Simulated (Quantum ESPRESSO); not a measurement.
```
! title: Fixed-spin-moment curve of NiCl2
! method: PBEsol with U = 3.6 eV on Ni d (ortho-atomic projectors); plane waves with GBRV 1.5 PBEsol potentials, no spin-orbit coupling (and 1 further level or step)
! program: Quantum ESPRESSO 7.5
! settings of one run: GBRV 1.5 PBEsol, potential files Cl: cl_pbesol_v1.4.uspp.F.UPF, Ni: ni_pbesol_v1.4.uspp.F.UPF, cutoff 544.23 eV, 8×8×8 k-mesh, 25 bands, fermi-dirac occupations, smearing width 0.136 eV, collinear spin, SCF threshold 6.00e-9, Hubbard form dudarev, Hubbard projectors ortho-atomic, starting moments 2 0 0 μB
! cost: 10 runs, 36 min in all on 2 MPI ranks of Intel Xeon Platinum 8175M at 2.50GHz (Skylake/Cascade Lake), shared host (the runs of this entry)
! notes: The database entry behind the starting cell differs from later determinations by our own check (an axis about 1.8 % long against later determinations). The run is spin-polarised, with a total moment of 2.00 μB a cell (absolute 2.06). The cell holds one seeded atom, so opposed orders, which may lie lower, cannot form in it.
! moment of the free run: 2.00 μB a cell
! energy at zero total moment: 1424 meV a cell over the lowest
CELL_PARAMETERS angstrom
1.77150 1.02278 5.77833
-1.77150 1.02278 5.77833
0.00000 -2.04555 5.77833
ATOMIC_POSITIONS crystal
Ni 0.00000 0.00000 0.00000
Cl 0.25000 0.25000 0.25000
Cl 0.75000 0.75000 0.75000
```

[Logs and program files are shortened in this print: banners, set-up blocks, solver, clock and traceback lines can be left out without a mark of their own.]

[Logs are printed without paths, hosts, clocks, repeated set-up lines and the standing remarks that a program may print on its own settings, such as how far it seeks lower states.]

[Hosts, paths, dates, database ids (printed as entryN), source tags and the programs' standing remarks are cut or masked in the printed files.]

[Where a cell is said to come from a database of computed structures, the database is the Materials Project.]
